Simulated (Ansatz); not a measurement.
**Zn3Br, from a guessed structure to a relaxed one**

Starting from a made-up structure for Zn3Br, the aim is the relaxed cell, its shortest contacts and, where a second run follows, its electronic structure.

Main program and level: Ansatz 0.2.0; DFT, r2SCAN, plane-wave PAW, files of the set soft_1, scalar-relativistic, no spin, cell and ions relaxed at zero pressure; PAW set soft_1, in the first sound run; inputs show where later runs differ.

## (1) The starting structure

Symmetry: Fm-3m, No. 225, cubic system. The conventional cell has a = 7.004 Å, b = 7.004 Å, c = 7.004 Å, α = 90.00°, β = 90.00°, γ = 90.00°. Nearest to Br lie 8 Zn at 3.03 Å. Zn has 8 Zn at 3.03 Å nearest. Nearest to Zn lie 4 Br at 3.03 Å and 4 Zn at 3.03 Å. Farther neighbours and most contacts between anions are not listed.

## (2) Relaxing cell and atoms

The guessed cell has no reason to be at equilibrium. It is relaxed with the atoms, within the space group of the guess.

Input file input.yaml:

```yaml
crystal:
  lattice:
    - [0.0, 3.502, 3.502]
    - [3.502, 0.0, 3.502]
    - [3.502, 3.502, 0.0]
  atoms:
    - { symbol: Br, position: [0.0, 0.0, 0.0] }
    - { symbol: Zn, position: [0.5, 0.5, 0.5] }
    - { symbol: Zn, position: [0.75, 0.75, 0.75] }
    - { symbol: Zn, position: [0.25, 0.25, 0.25] }
kpoints:
  mp_grid: { grid: [7, 7, 7] }
scf:
  occupations: { method: fermi_dirac, width: 0.05 }
hamiltonian:
  xc: r2scan
  pseudopotentials: { kind: paw, azcp: { folder: soft_1 } }
relax:
  f_tol: 0.015
  max_steps: 70
  cell: {}
output:
  forces: true
  stress: true
```

The run is started by

```sh
$ ansatz run input.yaml --threads 4 --pin off --max-ram 8192MiB --backend cpu --events-out ev --progress --plain --runs-dir out
```

Numbers of over 12 decimals in the logs are rounded to 6 here.

Output:

```text
Engine: ansatz 0.2.0, x86_64-unknown-linux-gnu
Pseudopotentials: kind: paw
Pseudopotential: Br, paw, valence charge 7, recommended cutoff 500 eV (meta_gga), soft_1/Br.paw.azcp
Pseudopotential: Zn, paw, valence charge 12, recommended cutoff 500 eV (meta_gga), soft_1/Zn.paw.azcp
Functional definition: r2SCAN
  parameter k0 = 0.174
  parameter k1 = 0.065
  parameter a1 = 4.9479
  exchange = r2scan_x(k0 = k0, k1 = k1, a1 = a1)
  correlation = r2scan_c
Crystal: 4 atoms, lattice volume = 85.897 Å³
Basis set: ecut = 500 eV, 2133 PW (Γ), exchange–correlation on 160×160×160 points (64 copies of the dense FFT grid, shifted against one another)
Bands: 26, of which v1, the nominal top of the filled ones, is band 22 counted from 1 (21 counted from 0)
Symmetry: 48 space group operations
Space group: Fm-3m (ITA 225), of the structure as read, at distance tolerance 4.4e-5 Å
k-points: 20 of 343
Non-local potential: Br, projectors of the file, l = 0: 2, l = 1: 2, l = 2: 2
Non-local potential: Zn, projectors of the file, l = 0: 2, l = 1: 2, l = 2: 3, l = 3: 1
PAW form: soft (Blöchl's): semilocal exchange-correlation on the pseudo side does not see the compensation charge
PAW frozen core: Br, regenerated for the run's functional (the file was generated under x = pbe(κ = 0.804, μ = 0.219515), c = pbe(β = 0.066725))
PAW frozen core: Zn, regenerated for the run's functional (the file was generated under x = pbe(κ = 0.804, μ = 0.219515), c = pbe(β = 0.066725))
PAW one-centre angular grid: Br, 302 points (default); XC on 160 Gauss nodes
PAW one-centre angular grid: Zn, 590 points (default); XC on 160 Gauss nodes
Initial density: superposition of atomic densities (chi_scale 0.1, normalization cell, long waves kept (reshape's long-wave potential 0.01 eV rms))
Initial wavefunctions: pseudopotential atomic-orbital guess
Functional: x = r2scan, c = r2scan; τ floored in thin density (d = 2e-4 eV/Å³)
SCF iter   1: F=—  HF=-12769.243172 eV  |F-HF|=—  |Δ(HF+E_count)|=         —  Δρ=6.06e-2  dr2=3.63e0  dr2_τ=3.78e-2  ethr=3.10e-3  ⟨swp⟩=5.8  Hψ=2331  notcnv=0
preconditioner: auto → Kerker (q_TF=auto, 2.431 Å⁻¹)  [metal: Δε(μ)=0.083 eV  Ē_g=10.518 eV  σ=0.050 eV  W_gap=0.39  n_scr=14 (ndim 8)  ℏωp=26.3 eV  f_vac=0.000  D(μ)=2.45/eV (n_scr^D=14)]
SCF iter   2: F=—  HF=-12768.415278 eV  |F-HF|=—  |Δ(HF+E_count)|=   8.28e-1  Δρ=1.43e-2  dr2=4.61e-1  dr2_τ=1.95e-2  ethr=3.10e-3  ⟨swp⟩=2.1  Hψ=1182  notcnv=0  defer=1
SCF iter   3: F=—  HF=-12768.281316 eV  |F-HF|=—  |Δ(HF+E_count)|=   1.34e-1  Δρ=9.48e-3  dr2=1.03e-1  dr2_τ=5.70e-3  ethr=1.07e-3  ⟨swp⟩=2.0  Hψ=1121  notcnv=0  defer=2
SCF iter   4: F=—  HF=-12768.265777 eV  |F-HF|=—  |Δ(HF+E_count)|=   1.55e-2  Δρ=4.30e-3  dr2=1.28e-2  dr2_τ=9.99e-4  ethr=2.39e-4  ⟨swp⟩=2.1  Hψ=1065  notcnv=0  defer=2
SCF iter   5: F=—  HF=-12768.275268 eV  |F-HF|=—  |Δ(HF+E_count)|=   9.49e-3  Δρ=1.64e-3  dr2=2.02e-3  dr2_τ=1.03e-4  ethr=2.97e-5  ⟨swp⟩=2.0  Hψ=1119  notcnv=0  defer=2
SCF iter   6: F=—  HF=-12768.276016 eV  |F-HF|=—  |Δ(HF+E_count)|=   7.48e-4  Δρ=5.66e-4  dr2=2.47e-4  dr2_τ=4.44e-6  ethr=4.69e-6  ⟨swp⟩=2.6  Hψ=958  notcnv=0  defer=2
SCF iter   7: F=—  HF=-12768.276277 eV  |F-HF|=—  |Δ(HF+E_count)|=   2.60e-4  Δρ=4.51e-4  dr2=9.62e-5  dr2_τ=1.07e-6  ethr=5.74e-7  ⟨swp⟩=2.0  Hψ=946  notcnv=0  defer=2
SCF iter   8: F=—  HF=-12768.276223 eV  |F-HF|=—  |Δ(HF+E_count)|=   5.35e-5  Δρ=9.00e-5  dr2=1.13e-5  dr2_τ=6.53e-7  ethr=2.24e-7  ⟨swp⟩=2.0  Hψ=898  notcnv=0  defer=2
SCF iter   9: F=—  HF=-12768.276221 eV  |F-HF|=—  |Δ(HF+E_count)|=   2.25e-6  Δρ=2.22e-5  dr2=3.83e-7  dr2_τ=2.92e-8  ethr=2.64e-8  ⟨swp⟩=2.0  Hψ=943  notcnv=0  defer=2
SCF iter  10: F=-12768.276221 eV  HF=-12768.276221 eV  |F-HF|=1.52e-9  |Δ(HF+E_count)|=   1.43e-7  Δρ=5.10e-6  dr2=3.42e-8  dr2_τ=1.05e-9  ethr=2.33e-10  ⟨swp⟩=4.7  Hψ=1904  notcnv=0
SCF 1 converged in 10 iterations: F = -12768.276221 eV  dr2 = 3.42e-8
  greatest PAW one-centre occupation: 0.985 electrons in one spin orbital (limit 2), on the Zn atom at site 1 (counted from 0), in its partial waves of l = 2
relax step   1: F+E_penalty+E_count = -12768.27622096 eV  Δ(F+E_penalty+E_count) = +0.000e0 eV  max|allowed force component| = 3.469e-17 eV/Å  Δτ_max = 0.0000 Å  P = +0.149 GPa  Ω = 85.897 Å³  (10 SCF iters, dr2 threshold 1.00e-7 eV, accepted)
Crystal: 4 atoms, lattice volume = 86.201 Å³
Initial density: handed on by an earlier stage of this run
Initial wavefunctions: those handed on with the density
iter 1 solved again at ethr=3.40e-7 eV; its pass at ethr=3.10e-3 eV (dr2=1.46e-4 eV) is discarded
SCF iter   1: F=—  HF=-12768.275932 eV  |F-HF|=—  |Δ(HF+E_count)|=         —  Δρ=2.44e-4  dr2=1.50e-4  dr2_τ=7.35e-5  ethr=3.40e-7  ⟨swp⟩=2.0  Hψ=2618  notcnv=0
preconditioner: auto → Kerker (q_TF=auto, 2.430 Å⁻¹)  [metal: Δε(μ)=0.023 eV  Ē_g=9.702 eV  σ=0.050 eV  W_gap=0.11  n_scr=14 (ndim 8)  ℏωp=26.2 eV  f_vac=0.000  D(μ)=2.85/eV (n_scr^D=14)]
SCF iter   2: F=—  HF=-12768.276317 eV  |F-HF|=—  |Δ(HF+E_count)|=   3.85e-4  Δρ=7.53e-5  dr2=1.02e-5  dr2_τ=1.57e-6  ethr=3.40e-7  ⟨swp⟩=2.2  Hψ=804  notcnv=0
SCF iter   3: F=—  HF=-12768.276313 eV  |F-HF|=—  |Δ(HF+E_count)|=   4.09e-6  Δρ=4.53e-5  dr2=3.32e-6  dr2_τ=3.50e-8  ethr=2.38e-8  ⟨swp⟩=2.8  Hψ=938  notcnv=0
SCF iter   4: F=—  HF=-12768.276313 eV  |F-HF|=—  |Δ(HF+E_count)|=   4.50e-9  Δρ=2.25e-5  dr2=7.14e-7  dr2_τ=9.61e-9  ethr=7.73e-9  ⟨swp⟩=2.0  Hψ=910  notcnv=0
SCF iter   5: F=—  HF=-12768.276313 eV  |F-HF|=—  |Δ(HF+E_count)|=   1.59e-8  Δρ=1.74e-5  dr2=1.78e-7  dr2_τ=1.62e-9  ethr=1.66e-9  ⟨swp⟩=2.0  Hψ=928  notcnv=0
SCF iter   6: F=-12768.276313 eV  HF=-12768.276313 eV  |F-HF|=7.59e-9  |Δ(HF+E_count)|=   1.71e-8  Δρ=2.56e-6  dr2=5.63e-9  dr2_τ=2.46e-10  ethr=1.29e-10  ⟨swp⟩=4.0  Hψ=1887  notcnv=0
SCF 2 converged in 6 iterations: F = -12768.276313 eV  dr2 = 5.63e-9
relax step   2: F+E_penalty+E_count = -12768.27631274 eV  Δ(F+E_penalty+E_count) = -9.178e-5 eV  max|allowed force component| = 1.723e-16 eV/Å  Δτ_max = 0.0000 Å  P = +0.041 GPa  Ω = 86.201 Å³  energy of the carried Pulay correction = -8.789e-5 eV  (6 SCF iters, dr2 threshold 5.54e-8 eV, accepted)
Initial wavefunctions: pseudopotential atomic-orbital guess (no wavefunctions were taken with the density)
iter 1 solved again at ethr=6.00e-7 eV; its pass at ethr=3.10e-3 eV (dr2=2.58e-4 eV) is discarded
SCF iter   1: F=—  HF=-12768.276397 eV  |F-HF|=—  |Δ(HF+E_count)|=         —  Δρ=7.44e-6  dr2=2.26e-8  dr2_τ=4.24e-9  ethr=6.00e-7  ⟨swp⟩=3.1  Hψ=3860  notcnv=0
eigensolver tolerance schedule: the retry pair's looser diagonalisation over-reported the residual by 11401.79 of it (diagonalisation noise at an unbounded share of the residual, at the tolerance the schedule requests for it); recorded, not acted on — ethr = c·dr2/N_el stays at c = 1.0e-1
preconditioner: auto → Kerker (q_TF=auto, 2.430 Å⁻¹)  [metal: Δε(μ)=0.020 eV  Ē_g=9.701 eV  σ=0.050 eV  W_gap=0.10  n_scr=14 (ndim 8)  ℏωp=26.2 eV  f_vac=0.000  D(μ)=2.86/eV (n_scr^D=14)]
SCF iter   2: F=—  HF=-12768.276398 eV  |F-HF|=—  |Δ(HF+E_count)|=   8.46e-7  Δρ=6.53e-6  dr2=2.04e-8  dr2_τ=3.66e-10  ethr=5.26e-11  ⟨swp⟩=2.7  Hψ=1030  notcnv=0
SCF iter   3: F=—  HF=-12768.276398 eV  |F-HF|=—  |Δ(HF+E_count)|=   1.62e-9  Δρ=2.76e-6  dr2=2.78e-9  dr2_τ=1.49e-10  ethr=4.76e-11  ⟨swp⟩=2.0  Hψ=924  notcnv=0
SCF iter   4: F=—  HF=-12768.276398 eV  |F-HF|=—  |Δ(HF+E_count)|=   1.97e-9  Δρ=5.90e-7  dr2=3.45e-10  dr2_τ=1.03e-11  ethr=6.46e-12  ⟨swp⟩=2.0  Hψ=902  notcnv=0
SCF iter   5: F=—  HF=-12768.276398 eV  |F-HF|=—  |Δ(HF+E_count)|=  5.35e-10  Δρ=4.32e-7  dr2=1.41e-10  dr2_τ=7.83e-12  ethr=1.00e-12  ⟨swp⟩=2.0  Hψ=930  notcnv=0
SCF iter   6: F=-12768.276398 eV  HF=-12768.276398 eV  |F-HF|=5.46e-12  |Δ(HF+E_count)|=  7.09e-11  Δρ=1.48e-7  dr2=1.95e-11  dr2_τ=3.71e-13  ethr=1.00e-12  ⟨swp⟩=3.0  Hψ=2150  notcnv=0
SCF 3 converged in 6 iterations: F = -12768.276398 eV  dr2 = 1.95e-11
relax step   3: F+E_penalty+E_count = -12768.27639757 eV  Δ(F+E_penalty+E_count) = -8.483e-5 eV  max|allowed force component| = 1.619e-16 eV/Å  Δτ_max = 0.0000 Å  P = +0.042 GPa  Ω = 86.201 Å³  stress off target by 4.20e-2 GPa  SCF on the basis re-selected at this cell (its energy is not comparable with the rows above)  (6 SCF iters)
basis re-selected at this cell: Δ(F+E_penalty+E_count) = -8.483e-5 eV, ΔP = +0.001 GPa vs the last step (what re-selecting the basis moved, of the pressure what is left beyond the Pulay correction that the steps carried, after the strain that the cell walked since its last selection, with what the two solves' SCF thresholds leave and, on support functions, any second-order correction that the steps lacked; it is no m [...]
SCF converged after 6 iterations
Free energy (F): -12768.276398 eV
Harris-Foulkes:  -12768.276398 eV  (|F-HF|=5.46e-12)
Internal energy: -12768.252851 eV  (E = F + TS)
E sigma→0 (E₀):  -12768.264624 eV
Entropy (-TS):   -0.023547 eV (-5.887 meV/atom)
Fermi energy:    6.729607 eV
--- Per-component energies (eV) ---
  E_band       = 11.759477
  E_kinetic    = 564.194127
  E_local      = -6207.050737  (includes V_loc(G=0)·N_el)
  E_nonlocal   = 2525.790415
  E_hartree    = 2342.142100
  E_xc         = -387.244170
  E_vxc        = -265.180639  (∫ρ·V_xc dr)
  E_paw        = -8079.929398  (= ΣΔE_a)
  E_vpaw       = -1303.730145  (= ΣTr[D̂ρ^β])
  E_aug_tail   = 0.000211  (compensation charges beyond the density's cutoff)
  E_vtau       = 13.452089  (kinetic-family band-sum trace: ∫τ·v_τ [+ j·A + Jᵃ·Aᵃ] dr)
  E_ewald      = -3525.449355
  E_core_change = -0.706044  (= ΣΔE_core)
  E_smearing   = -0.023547  (= −TS)
  E_closure    = -0.000000  (closes the sum)
  Σ components = -12768.276398   (vs F -12768.276398, Δ=0.00e0)
--- Forces (eV/Å), atoms counted from 1 ---
  atom   1  Br    -0.00000000     0.00000000    -0.00000000
  atom   2  Zn     0.00000000    -0.00000000     0.00000000
  atom   3  Zn     0.00000000     0.00000000     0.00000000
  atom   4  Zn    -0.00000000    -0.00000000    -0.00000000
  max |Σ_I F_I| component: 2.78e-17 eV/Å
--- Stress (GPa, compression-positive) ---
        0.041977      -0.000000      -0.000000
       -0.000000       0.041977       0.000000
       -0.000000       0.000000       0.041977
  P = ⅓ Tr σ = 0.0420 GPa (0.420 kbar)
--- Relaxed structure (2 steps of the walk, 2 accepted, 1 SCFs on fresh bases) ---
  F+E_penalty+E_count = -12768.27639757 eV   max|allowed force component| = 1.619e-16 eV/Å   (the final SCF, on the basis selected at the relaxed cell)
  cell:  # Å, volume = 86.2009 Å³
    - [0, 3.506125, 3.506125]
    - [3.506125, 0, 3.506125]
    - [3.506125, 3.506125, 0]
  atoms:
    - { symbol: Br, position: [0, 0, 0] }
    - { symbol: Zn, position: [0.5, 0.5, 0.5] }
    - { symbol: Zn, position: [0.75, 0.75, 0.75] }
    - { symbol: Zn, position: [0.25, 0.25, 0.25] }
```

Wall time 4.5 s (4 threads of AMD EPYC 7B13 (Zen 3), shared host); peak memory 0.76 GiB; 16 s of CPU time.

This run has no spin polarisation although its electron count is odd.

The steps of the relaxation:

| step | energy less that of the first step (eV) | largest force component (eV/Å) | pressure (GPa) | volume (Å³) |
| --- | --- | --- | --- | --- |
| 1 | 0.0000 | 0.0000 | 0.15 | 85.90 |
| 2 | -0.0001 | 0.0000 | 0.04 | 86.20 |
| 3* | -0.0002 | 0.0000 | 0.04 | 86.20 |

Relaxation steps marked * repeat the geometry before them on a plane-wave basis chosen anew for their cell, so energy and pressure can jump there.

The run keeps the 48 symmetry operations that it works with, so distortions that break them were not tested.

| conventional cell, symmetrised | before | after | change |
| --- | --- | --- | --- |
| a (Å) | 7.004 | 7.012 | +0.1 % |
| b (Å) | 7.004 | 7.012 | +0.1 % |
| c (Å) | 7.004 | 7.012 | +0.1 % |
| volume (Å³/atom) | 21.47 | 21.55 | +0.4 % |

The relaxed structure:

```cif
data_structure
_symmetry_space_group_name_H-M 'P 1'
_symmetry_Int_Tables_number 1
_cell_length_a 4.9584
_cell_length_b 4.9584
_cell_length_c 4.9584
_cell_angle_alpha 60.000
_cell_angle_beta 60.000
_cell_angle_gamma 60.000
_cell_volume 86.20
loop_
_atom_site_label
_atom_site_type_symbol
_atom_site_fract_x
_atom_site_fract_y
_atom_site_fract_z
_atom_site_occupancy
Br1 Br 0.00000 0.00000 0.00000 1
Zn2 Zn 0.50000 0.50000 0.50000 1
Zn3 Zn 0.75000 0.75000 0.75000 1
Zn4 Zn 0.25000 0.25000 0.25000 1
```

Numbers from this step:

- free energy: -12768.2764 eV
- energy at zero smearing: -12768.2646 eV
- smearing term TS: 0.02355 eV
- Fermi energy: 6.730 eV
- electrons: 43
- symmetry operations: 48
- pressure: 0.04198 GPa

The shortest distance of each pair, which need not be the same contact before and after:

| pair | guess (Å) | relaxed (Å) |
| --- | --- | --- |
| Br–Zn | 3.033 | 3.036 |
| Zn–Zn | 3.033 | 3.036 |
| Br–Br | 4.953 | 4.958 |

(Continued in part 2 of 2.)

[Logs are printed without paths, hosts, clocks, repeated set-up lines and the standing remarks that a program may print on its own settings, such as how far it seeks lower states.]

[Hosts, paths, dates, database ids (printed as entryN), source tags and the programs' standing remarks are cut or masked in the printed files.]
